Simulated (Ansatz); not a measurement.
In doubt: masses and optical values from hybrid runs of this build are listed as unsure (in some of the runs), which bears on the screening that GW takes from such a start.

Consider Sb2Se3 (Antimonselite).

Symmetry: Pnma, No. 62, orthorhombic system. Conventional cell: a = 11.770 Å, b = 3.962 Å, c = 11.620 Å, α = 90.00°, β = 90.00°, γ = 90.00°. Sb has 6 Se at 2.66 to 3.26 Å nearest. Sb has 5 Se at 2.58 to 2.98 Å nearest. Nearest to Se lie 5 Sb at 2.58 to 3.22 Å. Se has 3 Sb at 2.66 to 3.26 Å nearest. Se has 3 Sb at 2.66 to 2.78 Å nearest. Farther neighbours and most contacts between anions are not listed.

```
Sb Se
1.0
    11.77000    0.00000    0.00000
     0.00000    3.96200    0.00000
     0.00000    0.00000   11.62000
Sb Se
8 12
Cartesian
  0.3590 0.9905 3.8114
  11.4110 2.9715 7.8086
  5.5260 2.9715 9.6214
  6.2440 0.9905 1.9986
  1.7396 2.9715 0.4613
  10.0304 0.9905 11.1587
  4.1454 0.9905 6.2713
  7.6246 2.9715 5.3487
  0.6285 0.9905 10.1466
  11.1415 2.9715 1.4734
  5.2565 2.9715 4.3366
  6.5135 0.9905 7.2834
  1.5325 2.9715 5.1523
  10.2375 0.9905 6.4677
  4.3525 0.9905 10.9623
  7.4175 2.9715 0.6577
  2.5094 0.9905 2.2485
  9.2606 2.9715 9.3715
  3.3756 2.9715 8.0585
  8.3944 0.9905 3.5615
```

The cell and positions come from the Crystallography Open Database and are kept as given unless a step says otherwise. Spin-orbit coupling is left out unless a run names it. PAW set soft_2, made with PBE.

Gaps computed with Ansatz 0.2.0 without a self-energy: HSE06 1.49 eV, r2SCAN 1.23 eV and PBE0 2.04 eV.

**Question.** What gap should G0W0 on HSE06 give (2×4×2 mesh, 659 empty bands, screening to 66 eV, default PAW files)?

About 1.48 eV: on its mesh the run moves the gap from 1.51 eV by −0.02 eV, and the mesh misses the edges by 0.01 eV. Among the scalar-relativistic levels given, HSE06 is nearest (+0.01 eV). Bands and cutoff are finite, so the gap is not at the basis limit. The miss can reach some tenths of an eV and take either sign; the mesh is an error of its own. The 2×4×2 mesh is coarse for this cell (its supercell is 16 Å along the shortest edge). The RPA ε∞ on it, from the HSE06 start, is 8.66, 12.88 and 13.25; such meshes misread the long-range screening, most where the gap is narrow. The many-body steps are scalar-relativistic: spin-orbit coupling is not in them.

[Paths, hosts, dates, memory and timing lines, banners, echoed tables and standing remarks are left out of the program output.]

[Logs are printed without paths, hosts, clocks, repeated set-up lines and the standing remarks that a program may print on its own settings, such as how far it seeks lower states.]

[Runs of the session that timed out or met a known fault of the program may be left out.]

[Cells called generated may have been cut or substituted from an entry of the Crystallography Open Database or the Materials Project.]

[Hosts, paths, dates, database ids (printed as entryN), source tags and the programs' standing remarks are cut or masked in the printed files.]
